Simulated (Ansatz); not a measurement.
# Cu wire along [110], 17 atoms a period: bands along the axis, part 2 of 2

What gap, if any, does the Cu wire along [110], 17 atoms a period have, and how many channels would it open?

Ansatz 0.2.0; DFT PBE, plane waves, PAW; relaxation of a wire's period; PAW set soft_1 (the session's first sound run).

So far: The structure; Relaxing the period.

**2. Relaxing the period (continued)**

Step by step:

| step | energy less that of the first step (eV) | largest force component (eV/Å) | pressure (GPa) | volume (Å³) |
| --- | --- | --- | --- | --- |
| 1 | 0.0000 | 0.4760 | -2.21 | 523.29 |
| 2 | -0.2073 | 0.2510 | -1.06 | 517.44 |
| 3 | -0.2834 | 0.0656 | 0.28 | 510.19 |
| 4 | -0.2877 | 0.0129 | -0.02 | 510.54 |
| 5 | -0.2881 | 0.0027 | 0.03 | 510.21 |
| 6* | -0.2832 | 0.0027 | 0.04 | 510.21 |

Relaxation steps marked * repeat the geometry before them on a plane-wave basis chosen anew for their cell, so energy and pressure can jump there.

The run keeps the 8 symmetry operations that it works with, so distortions that break them were not tested.

| cell as run | before | after | change |
| --- | --- | --- | --- |
| c (Å) | 2.567 | 2.503 | -2.5 % |

The atoms that moved most (Å, along periodic axes as changes of fractional coordinates times the final cell, across vacuum about the mean position):

| atom | dx | dy | dz | length |
| --- | --- | --- | --- | --- |
| Cu10 | -0.018 | -0.095 | 0.000 | 0.097 |
| Cu14 | 0.018 | -0.095 | 0.000 | 0.097 |
| Cu7 | -0.018 | 0.095 | 0.000 | 0.097 |
| Cu11 | 0.018 | 0.095 | 0.000 | 0.097 |
| Cu15 | 0.038 | -0.064 | 0.000 | 0.075 |
| Cu17 | -0.038 | -0.064 | 0.000 | 0.075 |
| Cu1 | 0.038 | 0.064 | 0.000 | 0.075 |
| Cu5 | -0.038 | 0.064 | 0.000 | 0.075 |

Final coordinates:

```cif
data_structure
_symmetry_space_group_name_H-M 'P 1'
_symmetry_Int_Tables_number 1
_cell_length_a 14.0600
_cell_length_b 14.5000
_cell_length_c 2.5026
_cell_angle_alpha 90.000
_cell_angle_beta 90.000
_cell_angle_gamma 90.000
_cell_volume 510.21
loop_
_atom_site_label
_atom_site_type_symbol
_atom_site_fract_x
_atom_site_fract_y
_atom_site_fract_z
_atom_site_occupancy
Cu1 Cu 0.24451 0.32742 0.00000 1
Cu2 Cu 0.24005 0.50001 0.00000 1
Cu3 Cu 0.50000 0.32044 0.00000 1
Cu4 Cu 0.50000 0.50001 0.00000 1
Cu5 Cu 0.75549 0.32742 0.00000 1
Cu6 Cu 0.75995 0.50001 0.00000 1
Cu7 Cu 0.36964 0.24105 0.50000 1
Cu8 Cu 0.37002 0.41331 0.50000 1
Cu9 Cu 0.37002 0.58672 0.50000 1
Cu10 Cu 0.36964 0.75898 0.50000 1
Cu11 Cu 0.63036 0.24105 0.50000 1
Cu12 Cu 0.62998 0.41331 0.50000 1
Cu13 Cu 0.62998 0.58672 0.50000 1
Cu14 Cu 0.63036 0.75898 0.50000 1
Cu15 Cu 0.24451 0.67260 0.00000 1
Cu16 Cu 0.50000 0.67959 0.00000 1
Cu17 Cu 0.75549 0.67260 0.00000 1
```

This step gave:

```
energy at zero smearing    : -112619.9352 eV
cell length along the wire : 2.503 Å
```

The cell's length comes to 2.503 Å with spin left out.

**3. The perfect wire**

This step: DFT PBE, plane waves, PAW; bands of a perfect wire; PAW set soft_1 (Ansatz 0.2.0).

At the relaxed period the bands are computed along the axis; those that cross an energy going forward count the channels that a perfect wire would open there.

input.yaml

```yaml
crystal:
  lattice:
    - [14.06, 0.0, 0.0]
    - [0.0, 14.5, 0.0]
    - [0.0, 0.0, 2.5026045899]
  atoms:
    - { symbol: Cu, position: [0.244510076, 0.327422111, 0.0] }
    - { symbol: Cu, position: [0.240045396, 0.500013546, 0.0] }
    - { symbol: Cu, position: [0.5, 0.320435553, 0.0] }
    - { symbol: Cu, position: [0.5, 0.500013546, 0.0] }
    - { symbol: Cu, position: [0.755489924, 0.327422111, 0.0] }
    - { symbol: Cu, position: [0.759954604, 0.500013546, 0.0] }
    - { symbol: Cu, position: [0.369636367, 0.241045761, 0.5] }
    - { symbol: Cu, position: [0.370019761, 0.413309138, 0.5] }
    - { symbol: Cu, position: [0.370019761, 0.586717955, 0.5] }
    - { symbol: Cu, position: [0.369636367, 0.758981332, 0.5] }
    - { symbol: Cu, position: [0.630363633, 0.241045761, 0.5] }
    - { symbol: Cu, position: [0.629980239, 0.413309138, 0.5] }
    - { symbol: Cu, position: [0.629980239, 0.586717955, 0.5] }
    - { symbol: Cu, position: [0.630363633, 0.758981332, 0.5] }
    - { symbol: Cu, position: [0.244510076, 0.672604982, 0.0] }
    - { symbol: Cu, position: [0.5, 0.67959154, 0.0] }
    - { symbol: Cu, position: [0.755489924, 0.672604982, 0.0] }
kpoints:
  mp_grid: { grid: [1, 1, 32] }
  band_path: { path: ["Γ", Z], npoints: 90 }
scf:
  occupations: { method: fermi_dirac, width: 0.05 }
hamiltonian:
  xc: pbe
  pseudopotentials: { kind: paw, azcp: { folder: soft_1 } }
output:
  dos: { e_range: [-5, 4] }
  write_potential: true
  write_density: true
  volumetric_format: npy
```

On the command line:

```sh
$ ansatz run input.yaml --threads 4 --pin off --max-ram 16384MiB --backend cpu --events-out ev --progress --plain --runs-dir out
```

Numbers of over 12 decimals in the logs are rounded to 6 here.

Log:

```text
[...]
Crystal: 17 atoms, lattice volume = 510.206 Å³
Basis set: ecut = 420 eV, 9983 PW (Γ)
Bands: 194, of which v1, the nominal top of the filled ones, is band 162 counted from 1 (161 counted from 0)
Symmetry: 8 space group operations
[...]
k-points: 17 of 32
[...]
SCF iter   1: F=—  HF=-112632.402372 eV  |F-HF|=—  |Δ(HF+E_count)|=         —  Δρ=1.48e-1  dr2=6.88e1  ethr=3.10e-3  ⟨swp⟩=6.3  Hψ=12964  notcnv=0  defer=151
[...]
SCF iter  13: F=-112619.959371 eV  HF=-112619.959371 eV  |F-HF|=4.58e-8  |Δ(HF+E_count)|=   6.86e-8  Δρ=4.52e-6  dr2=7.11e-8  ethr=3.10e-11  ⟨swp⟩=10.5  Hψ=16220  notcnv=0
SCF 1 converged in 13 iterations: F = -112619.959371 eV  dr2 = 7.11e-8
[...]
NSCF: frozen V_eff on 91 k-points
WARN: The output density's exchange-correlation potential varies sharply where the density is thin. Do not read a vacuum level from v_tot or v_xc, or from such a field of the output density. On a cell that repeats whose density bears no net charge and no dipole along the vacuum's axis use v_es (v_loc + v_h of the components); under efield.dipole_correction with no amplitude use v_es + v_field, which holds any externa [...]
SCF converged after 13 iterations
Free energy (F): -112619.959371 eV
[...]
Internal energy: -112619.911061 eV  (E = F + TS)
E sigma→0 (E₀):  -112619.935216 eV
Entropy (-TS):   -0.048310 eV (-2.842 meV/atom)
Fermi energy:    3.862176 eV
[...]
--- Band table (eV; the first three rows and the last of 17) ---
  k-point 0: bands = [... 158 lower, 2.4851, 2.4915, 2.5050, 2.5241, 2.8696, 3.0524, 3.1215, 3.6866, ... 28 higher]
  k-point 1: bands = [... 158 lower, 2.4677, 2.4876, 2.5171, 2.5407, 2.8919, 3.1174, 3.1512, 3.7264, ... 28 higher]
  k-point 2: bands = [... 158 lower, 2.4608, 2.4688, 2.4986, 2.6622, 2.9506, 3.2358, 3.2743, 3.8381, ... 28 higher]
  k-point 16: bands = [... 158 lower, 4.5356, 4.5760, 5.0423, 5.4225, 5.4325, 5.6431, 5.9979, 6.3682, ... 28 higher]
```

Run time: 3.7 min. Hardware: 4 threads of Arm Neoverse V1, shared host; peak memory 4.8 GiB.

The column dr2 measures how far the density is from self-consistency, as an energy; F and HF (Harris–Foulkes) agree once it is small.

This step gave:

| Quantity | Value |
| --- | --- |
| band gap | 0 eV |

Electronic bands along the path, in eV, zero at the Fermi level; # counts the bands kept:

| point | #62 | #63 | #64 | #65 | #66 | #67 | #68 | #69 |
| --- | --- | --- | --- | --- | --- | --- | --- | --- |
| Γ | -1.40 | -1.38 | -1.37 | -1.36 | -1.34 | -0.99 | -0.81 | -0.74 |
| halfway | -1.40 | -1.32 | -0.76 | -0.57 | 0.03 | 0.04 | 0.62 | 0.98 |
| Z | 0.49 | 0.67 | 0.71 | 1.18 | 1.56 | 1.57 | 1.78 | 2.14 |

Between Γ and Z the bands cross the Fermi level 13 times, so a perfect wire would conduct at least 13 G₀, with spin left out.

**4. Summary of results**

| Quantity | Value |
| --- | --- |
| cell length, PBE | 2.503 Å |
| ballistic conductance by band crossings, a lower bound, PBE | 13 G₀ |

**Reading.** Under PBE the cell's length is 2.50 Å, and the bands cross the Fermi level 13 times between Γ and Z, which gives a perfect wire at least 13 G₀ (opposite crossings within one step of the path cancel in such a count).

[Logs are printed without paths, hosts, clocks, repeated set-up lines and the standing remarks that a program may print on its own settings, such as how far it seeks lower states.]

[Hosts, paths, dates, database ids (printed as entryN), source tags and the programs' standing remarks are cut or masked in the printed files.]
